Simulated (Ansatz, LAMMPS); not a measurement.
# Glassy 83P2O5-17Al2O3 (mol %) (80 atoms): geometry optimisation

Wanted: the relaxed structure of glassy 83P2O5-17Al2O3 (mol %) (80 atoms) and its electronic structure.

Method: Kohn-Sham DFT, PBEsol, PAW (set soft_2), plane waves, in Ansatz 0.2.0.

### 1. The starting structure

The cell holds 80 atoms: 20 P, 4 Al and 56 O. Cell: a = 10.199 Å, b = 10.199 Å, c = 10.199 Å, α = 90.0°, β = 90.0°, γ = 90.0°. 80 atoms (20 P, 4 Al, 56 O) placed at random at 2.43 g/cm³, melted at 4000 K for 10 ps at fixed volume with the Morse and Coulomb pair potential with partial charges (Pedone, Malavasi, Menziani, Cormack and Segre, J. Phys. Chem. B 110, 11780 (2006)). Quenched from 4000 K to 300 K at 6 K/ps and fixed volume, held 10 ps at zero pressure.

What the set-up can't give: The quench rate of 6 K/ps is orders of magnitude faster than experiment, which tends to freeze in extra defects. The starting topology of bonds comes from the classical model. Sampling is at Γ alone, for a cell whose shortest periodic width is 10 Å.

### 2. Single point at the start

A single point comes first, to see the forces before anything moves.

Contents of input.yaml:

```yaml
crystal:
  lattice:
    - [10.19896, 0.0, 0.0]
    - [0.0, 10.19896, 0.0]
    - [0.0, 0.0, 10.19896]
  atoms:
    - { symbol: P, position: [0.39286, 0.95288, 0.86849] }
    - { symbol: P, position: [0.14788, 0.84274, 0.00962] }
    - { symbol: P, position: [0.04773, 0.02901, 0.65489] }
    - { symbol: P, position: [0.75319, 0.70918, 0.19913] }
    [... 70 atom lines left out ...]
    - { symbol: O, position: [0.27382, 0.46709, 0.9094] }
    - { symbol: O, position: [0.84492, 0.38444, 0.08726] }
    - { symbol: O, position: [0.69249, 0.96249, 0.49484] }
    - { symbol: O, position: [0.42114, 0.82898, 0.77477] }
    - { symbol: O, position: [0.68754, 0.79535, 0.09792] }
    - { symbol: O, position: [0.29165, 0.24816, 0.61221] }
kpoints:
  mp_grid: { grid: [1, 1, 1] }
hamiltonian:
  xc: pbesol
scf:
  occupations: { method: fermi_dirac, width: 0.05 }
output:
  forces: true
  stress: true
  populations: true
  dos:
    method: { smearing: { sigma: 0.08 } }
    de: 0.1
    projected: { site_lists: { Al: [Al], O: [O], P: [P] } }
  eigenvalues: true
```

Launch:

```
$ ansatz run input.yaml --threads 4 --pin off --max-ram 8192MiB --backend cpu --events-out ev --progress --plain --runs-dir out
```

The job ended after 12 s (4 threads of Intel Xeon Platinum 8488C (Sapphire Rapids), shared host; peak memory 1.3 GiB; 41 s of CPU time).

Read from the output:

```yaml
free_energy: -48326.9638 eV
free_energy_per_atom: -604.0870 eV/atom
scf_cycles: 10
pressure: -0.1345 GPa
r_m_s_force_component: 1.619 eV/Å
longest_force: 6.208 eV/Å
fermi_energy: 4.821 eV
spacing_of_highest_filled_and_lowest_empty_level: 1.991 eV
spilling_of_the_projection: 0.0179
```

The r.m.s. force component of 1.6 eV/Å and the pressure of -0.13 GPa set the starting point.

Neighbours are counted within 2.08 Å (O-P), 2.33 Å (O-Al).

Length of the force by element and coordination:

```csv
element,coordination,atoms,mean length of the force (eV/Å),spread,least,most
Al,all,4,2.29,0.474,1.59,2.92
Al,4,2,1.99,0.397,1.59,2.38
Al,5,2,2.60,0.326,2.27,2.92
O,all,56,1.89,0.909,0.315,4.11
O,1,13,1.25,0.630,0.522,2.54
O,2,43,2.08,0.891,0.315,4.11
P,all,20,3.99,1.46,1.01,6.21
P,4,19,4.00,1.49,1.01,6.21
P,5,1,3.74,0,3.74,3.74
```

### 3. Cell and atoms relaxed

The cell is relaxed with the atoms, since the starting lattice needn't suit this functional.

input.yaml, the sections that differ from step 2:

```yaml
output:
  forces: true
relax:
  f_tol: 0.05
  max_steps: 200
  cell: {}
# crystal, kpoints, hamiltonian, scf: as in step 2
```

Wall time 4.2 min (4 threads); peak memory 1.3 GiB; 15 min of CPU time.

The steps of the relaxation (22 of 42):

```csv
step,energy less that of the first step (eV),largest force component (eV/Å),pressure (GPa),volume (Å³)
1,0.0000,6.1454,-0.13,1060.88
3,-7.6448,1.1752,0.44,1025.60
5,-9.7055,1.2181,-0.54,1025.97
7,-10.6071,0.2780,-0.01,1018.19
9,-10.8548,0.5120,-0.10,1013.29
11,-11.0047,0.2540,0.00,1010.23
13,-11.0778,0.6197,-0.31,1009.26
15,-11.1517,0.6166,0.10,1009.47
17,-11.2154,0.2204,-0.01,1011.02
19,-11.2677,0.1972,-0.12,1012.37
21,-11.3144,0.1592,0.04,1015.53
22,-11.2952,0.3200,0.02,1019.61
24,-11.3313,0.3096,-0.37,1022.59
26,-11.3708,0.1131,0.02,1023.70
28,-11.3919,0.3631,0.33,1025.09
30,-11.4058,0.1721,0.08,1028.60
32,-11.4059,0.2266,0.04,1030.70
34,-11.4133,0.0647,-0.01,1029.17
36,-11.3431,0.0400,-0.12,1029.90
38,-11.3600,0.0444,0.03,1027.44
40,-11.3592,0.0811,0.00,1027.78
42,-11.3571,0.0106,0.00,1027.54
```

Relaxation steps 16, 22, 31, 34, 37, 40 were tried and not accepted.

```csv
cell as run,before,after,change
a (Å),10.199,10.258,+0.6 %
b (Å),10.199,9.855,-3.4 %
c (Å),10.199,10.179,-0.2 %
α (°),90.00,89.64,-0.4 %
β (°),90.00,86.91,-3.4 %
γ (°),90.00,90.29,+0.3 %
volume (Å³/atom),13.26,12.84,-3.1 %
```

The atoms that moved most (Å, as changes of fractional coordinates times the final cell):

```csv
atom,dx,dy,dz,length
O54,-0.793,-1.166,0.507,1.498
O42,-0.077,-1.202,-0.601,1.346
Al24,-0.596,0.703,-0.630,1.116
O65,-0.164,0.264,-0.908,0.959
O26,-0.352,0.632,-0.578,0.926
O73,-0.287,0.648,0.461,0.846
O51,-0.258,0.717,-0.097,0.768
P19,-0.222,-0.725,-0.032,0.759
```

The relaxation changed the energy by -142 meV/atom, and atoms moved by 0.53 Å r.m.s., 1.5 Å at most.

### 4. Structure statistics after relaxation

Bonds before and after, by the cutoffs listed below:

```csv
pair,bonds before,bonds after,mean before (Å),mean after (Å),spread before (Å),spread after (Å)
O-P,81,81,1.540,1.556,0.050,0.066
O-Al,18,20,1.844,1.845,0.079,0.070
```

Density 2.62 g/cm³, 12.84 Å³ an atom.

g(r), total and by pair (bins of 0.2 Å):

```csv
r (Å),total,O-O,O-P,O-Al,P-P,P-Al,Al-Al
1.40,1.24,0.00,3.54,0.00,0.00,0.00,0.00
1.60,2.97,0.00,8.52,0.00,0.00,0.00,0.00
1.80,0.67,0.00,0.24,8.36,0.00,0.00,0.00
2.00,0.17,0.00,0.00,2.44,0.00,0.00,0.00
2.20,0.05,0.10,0.00,0.00,0.00,0.00,0.00
2.40,1.11,2.22,0.00,0.00,0.00,0.83,0.00
2.60,1.69,3.46,0.00,0.00,0.00,0.00,0.00
2.80,0.47,0.90,0.04,0.00,0.25,0.00,0.00
3.00,0.92,0.81,0.39,0.00,5.00,2.75,0.00
3.20,0.82,0.75,0.75,0.18,0.42,5.96,0.00
3.40,1.07,0.95,1.45,1.09,0.17,0.45,0.00
3.60,0.75,0.44,1.21,1.53,0.00,0.00,0.00
3.80,1.18,0.79,1.92,1.38,0.28,0.00,0.00
4.00,1.27,0.78,2.04,1.36,1.04,0.31,0.00
4.20,0.90,0.76,1.00,1.66,0.93,0.29,0.00
4.40,0.98,1.11,0.66,1.41,1.27,0.79,0.00
4.60,1.03,1.22,0.65,0.68,1.76,1.92,0.00
4.80,1.17,1.50,0.74,0.71,1.34,1.33,0.00
```

Bonds by pair of elements; cutoffs follow the first minimum of g(r), held within bounds set by covalent radii, and pairs that aren't listed don't count as bonded:

```csv
pair A-B,cutoff (Å),bonds,mean length (Å),spread (Å),shortest (Å),B about A,A about B
O-P,2.11,81,1.56,0.066,1.45,1.45,4.05
O-Al,2.33,20,1.84,0.07,1.73,0.357,5
```

How many atoms have how many bonded neighbours:

```csv
element,mean,1,2,4,5,6
Al,5,0,0,1,2,1
O,1.80,11,45,0,0,0
P,4.05,0,0,19,1,0
```

Bond angles, per cent of each kind in bins of 5°:

```csv
angle (°),O-P-O,O-Al-O,P-O-P,Al-O-P
75–80,0.0,2.4,0.0,0.0
80–85,0.8,4.9,0.0,0.0
85–90,1.6,17.1,0.0,5.0
90–95,1.6,24.4,0.0,5.0
95–100,10.5,12.2,0.0,0.0
100–105,16.9,9.8,0.0,0.0
105–110,23.4,0.0,0.0,0.0
110–115,18.5,4.9,0.0,0.0
115–120,22.6,4.9,0.0,0.0
120–125,3.2,0.0,0.0,0.0
125–130,0.0,2.4,4.0,10.0
130–135,0.0,0.0,20.0,15.0
135–140,0.0,0.0,28.0,5.0
140–145,0.0,4.9,16.0,20.0
145–150,0.0,0.0,12.0,5.0
150–155,0.0,0.0,8.0,15.0
155–160,0.0,0.0,8.0,0.0
160–165,0.0,0.0,4.0,10.0
165–170,0.8,4.9,0.0,5.0
170–175,0.0,2.4,0.0,5.0
175–180,0.0,4.9,0.0,0.0
```

Bond angles (no mean is given where the spread exceeds 20°):

```csv
angle,count,mean (°),spread (°)
O-P-O,124,109,9.4
O-Al-O,41,-,-
P-O-P,25,142,9.1
Al-O-P,20,-,-
```

Oxygen atoms by the number of network formers (Si, P, Ge, B, Al, As, Ga) bound to them:

```csv
network formers bound to O,O atoms,per cent
0,0,0
1,11,19.6
2,45,80.4
```

Network units: each former by its oxygen neighbours and how many of them bridge to another former:

```csv
former,O neighbours,bridging O,atoms
P,4,3,11
P,4,4,8
P,5,5,1
Al,4,4,1
Al,5,5,2
Al,6,6,1
```

Bond length by coordination (bonds to H left out):

```csv
element,coordination,atoms,mean bond length (Å)
Al,4,1,1.76
Al,5,2,1.84
Al,6,1,1.91
O,1,11,1.46
O,2,45,1.63
P,4,19,1.55
P,5,1,1.65
```

Rings of the network by King's shortest-path rule, up to 12 atoms, one path for each pair of neighbours; H, halogens, alkali and alkaline-earth atoms are left out, and the last column divides by all other atoms, bonded or not:

```csv
ring size (atoms),rings,per network atom
4,1,0.012
8,3,0.038
10,8,0.1
12,9,0.112
```

For some of the pairs, g(r) has its first main peak near 2.5 Å (O-O), 1.6 Å (O-P), 1.8 Å (O-Al), 3.0 Å (P-P) and 3.2 Å (P-Al). With the cutoffs above, 50 % of Al atoms have 5, 80 % of O atoms have 2 and 95 % of P atoms have 4 bonded neighbours. The O-P-O angle averages 109° with a spread of 9°. 80 % of the oxygens bridge two formers (P and Al) and 20 % are non-bridging. The commonest P unit has 4 oxygens, 3 of them shared with other formers (11 of 20 atoms). Rings of 12 atoms are the most common (43 % of those counted); sizes run from 4 to 12, where the search stops.

### 5. Single point at the relaxed geometry

The electronic structure is read at the final geometry, in a run of its own.

Contents of input.yaml:

```yaml
crystal:
  lattice:
    - [10.25444, -0.02546, 0.27515]
    - [-0.02546, 9.85493, 0.03214]
    - [0.27515, 0.03214, 10.1755]
  atoms:
    - { symbol: P, position: [0.41776, 0.94065, 0.88102] }
    - { symbol: P, position: [0.16206, 0.86049, 0.01412] }
    - { symbol: P, position: [0.04436, 0.02449, 0.68903] }
    - { symbol: P, position: [0.73458, 0.68659, 0.21942] }
    [... 70 atom lines left out ...]
    - { symbol: O, position: [0.28427, 0.47338, 0.92463] }
    - { symbol: O, position: [0.81188, 0.38788, 0.04904] }
    - { symbol: O, position: [0.68216, 0.96127, 0.45332] }
    - { symbol: O, position: [0.38876, 0.8375, 0.77313] }
    - { symbol: O, position: [0.68121, 0.78991, 0.13088] }
    - { symbol: O, position: [0.29854, 0.19915, 0.63708] }
kpoints:
  mp_grid: { grid: [1, 1, 1] }
hamiltonian:
  xc: pbesol
scf:
  occupations: { method: fermi_dirac, width: 0.05 }
output:
  forces: true
  stress: true
  populations: intrinsic
  dos:
    method: { smearing: { sigma: 0.08 } }
    de: 0.1
    projected: { site_lists: { Al: [Al], O: [O], P: [P] } }
  eigenvalues: true
  write_density: true
  write_potential: true
  volumetric_format: npy
  elf: true
```

Wall time 9.5 s (4 threads); peak memory 1.3 GiB; 34 s of CPU time.

The program notes that the exchange-correlation potential is rough where the density is thin.

Numbers from this run:

* free energy: -48338.3209 eV
* free energy per atom: -604.2290 eV/atom
* SCF cycles: 10
* pressure: 0.001469 GPa
* r.m.s. force component: 0.00382 eV/Å
* longest force: 0.01771 eV/Å
* Fermi energy: 5.318 eV
* gap (highest filled to lowest empty level): 4.102 eV

Intrinsic-atomic-orbital charges by element and coordination:

```csv
element,coordination,atoms,mean charge (e),spread,least,most
Al,all,4,1.33,0.0655,1.25,1.43
Al,4,1,1.43,0,1.43,1.43
Al,5,2,1.31,7.0e-4,1.31,1.31
Al,6,1,1.25,0,1.25,1.25
O,all,56,-0.867,0.0332,-0.956,-0.816
O,1,11,-0.906,0.0251,-0.956,-0.864
O,2,45,-0.857,0.0273,-0.928,-0.816
P,all,20,2.16,0.0404,2.12,2.25
P,4,19,2.16,0.0414,2.12,2.25
P,5,1,2.16,0,2.16,2.16
```

States in the cell by windows of 1 eV, zero at the Fermi level; the larger projections on atomic orbitals stand beside the total:

```csv
from (eV),to (eV),total,O p,P p,O s
-10,-9,15.8,11.0,1.9,1.3
-9,-8,18.7,13.9,2.1,1.7
-8,-7,39.9,32.2,3.0,2.9
-7,-6,41.3,35.1,2.3,2.3
-6,-5,50.2,44.7,1.8,1.9
-5,-4,49.4,45.8,1.2,1.0
-4,-3,42.9,40.1,1.4,0.4
-3,-2,19.7,18.7,0.5,0.1
-2,-1,0.4,0.4,0.0,0.0
-1,1,0.0,0.0,0.0,0.0
1,2,0.3,0.0,0.0,0.1
2,3,3.5,0.4,0.5,0.7
3,4,10.2,1.5,2.2,1.9
4,5,25.1,3.9,8.2,3.3
```

The curve was stored every 0.100 eV, coarse against its broadening of 0.08 eV, so these counts are rough.

Between -26 and -10 eV lie 170 more states.

The levels nearest the highest filled one (over half full), pooled over k-points and spins:

```csv
level less the highest filled one (eV),occupation
-0.746,2
-0.728,2
-0.673,2
-0.635,2
-0.189,2
0,2
4.10,0
4.98,0
5.19,0
5.70,0
5.73,0
5.90,0
```

Mean intrinsic-atomic-orbital charges: Al +1.33, O -0.87, P +2.16 e.

### 6. What came out

| Quantity | Value |
| --- | --- |
| energy change in the relaxation | -142 meV/atom |
| r.m.s. displacement | 0.526 Å |
| largest displacement | 1.498 Å |
| free energy per atom | -604.2290 eV/atom |
| pressure | 0.001469 GPa |
| r.m.s. force component | 0.00382 eV/Å |
| gap (highest filled to lowest empty level) | 4.102 eV |
| wall time of the 3 DFT runs | 4.6 min |

Relaxation lowers the energy by 142 meV/atom and moves atoms by 0.53 Å r.m.s.; the r.m.s. force component goes from 1.6 to 0.0038 eV/Å, the pressure goes from -0.13 to 0.0015 GPa, and the gap from 1.99 to 4.10 eV. Displacements are taken in the final cell, so they leave out its strain. By the final cutoffs 1 of 99 bonded pairs parted and 3 joined. The cell shrank by 3.1 % in volume. First to last step the energy falls by 11.357 eV; the largest move, 1.50 Å, is that of O54. The O-P bonds change most in mean length: from 1.540 Å (spread 0.050) to 1.556 Å (spread 0.066). With the cutoffs above, 50 % of Al atoms have 5, 80 % of O atoms have 2 and 95 % of P atoms have 4 bonded neighbours. 80 % of the oxygens bridge two formers (P and Al) and 20 % are non-bridging. The highest filled and lowest empty levels differ by 4.10 eV (at Γ alone); a semilocal functional tends to put such gaps too low. In a disordered cell it changes from sample to sample, and tail or defect levels can set it.

What to keep in mind: The network of bonds at the start is that of the classical potential that made the cell; in DFT 1 of its 99 bonded pairs passed out of the cutoffs and 3 came within them.

[Logs are printed without paths, hosts, clocks, repeated set-up lines and the standing remarks that a program may print on its own settings, such as how far it seeks lower states.]

[Hosts, paths, dates, database ids (printed as entryN), source tags and the programs' standing remarks are cut or masked in the printed files.]
